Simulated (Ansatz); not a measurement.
## CuAu (P4/mmm): the Drude term of Re ε in the infrared

Re ε of CuAu (P4/mmm) along x at low photon energies is read from one computed spectrum; the carriers' damping was typed as γ = 0.05 eV. x, y and z are the Cartesian axes of the input cell.

Symmetry: P4/mmm, No. 123, tetragonal system. Conventional cell: a = 2.811 Å, b = 2.811 Å, c = 3.685 Å, α = 90.00°, β = 90.00°, γ = 90.00°. Au on site a is surrounded by 8 Cu at 2.71 Å and 4 Au at 2.81 Å. Around Cu on site d lie 8 Au at 2.71 Å and 4 Cu at 2.81 Å.

Method: Ansatz 0.2.0, LDA, independent particles, k-mesh 14×14×12 with interpolation inside its cells, Gaussian parameter 0.1 eV.

Launch of the response step: `ansatz run input.yaml --threads 4 --pin off --max-ram 8192MiB --backend cpu --events-out ev --progress --plain --runs-dir out`. The run took 81 s, on 4 threads of Intel(R) Xeon(R) Processor @ 2.70GHz, on a shared host.

```
photon energy E (eV)  wavelength (µm)    Re ε
                0.25             4.96       ?
                0.30             4.13  -593.4
                0.35             3.54  -431.7
                0.40             3.10  -336.7
                0.50             2.48  -237.8
                0.60             2.07  -184.0
                0.70             1.77  -144.3
```

A Drude term over a constant background gives Re ε = ε_b − ωp²/(E² + γ²), linear in 1/(E² + γ²).

Working, on the rows shown:

| x = 1/(E² + γ²) (eV⁻²) | y = Re ε |
| --- | --- |
| 10.8108 | -593.4 |
| 8 | -431.7 |
| 6.15385 | -336.7 |
| 3.9604 | -237.8 |
| 2.75862 | -184 |
| 2.03046 | -144.3 |

Means: x̄ = 5.619, ȳ = -321.32. Σ(x − x̄)(y − ȳ) = -2850, Σ(x − x̄)² = 56.72. Slope = -2850 / 56.72 = -50.25; intercept = ȳ − slope · x̄ = -38.963. The line misses the rows shown by at most 11.

Task: Fill in the last column of the withheld row.

Result: At x = 15.385 the line gives y = -812.03. The run gave -874.5, so the extrapolation is off by 62, 9 % of the range in the table. Beyond its data the fit drifts from the curve.

Refitted with all rows, the slope is -54.03 and the intercept -21.4. These give ωp = √(−slope) = 7.35 eV, against 7.91 eV from the program's Fermi-surface sum, and an intercept of -21.4. Taking the program's Drude term off the rows leaves 87 at the lowest energy and -17 at the highest, so the background isn't constant: interband transitions lie in or near the window, and neither fitted number can be trusted. The cell comes from an older database entry, whose edges can be off by a per cent or so. The values come from a sum over the points of one k-mesh and carry its error, which is largest for Fermi-surface quantities. Spin-orbit coupling is left out.

[Logs are printed without paths, hosts, clocks, repeated set-up lines and the standing remarks that a program may print on its own settings, such as how far it seeks lower states.]
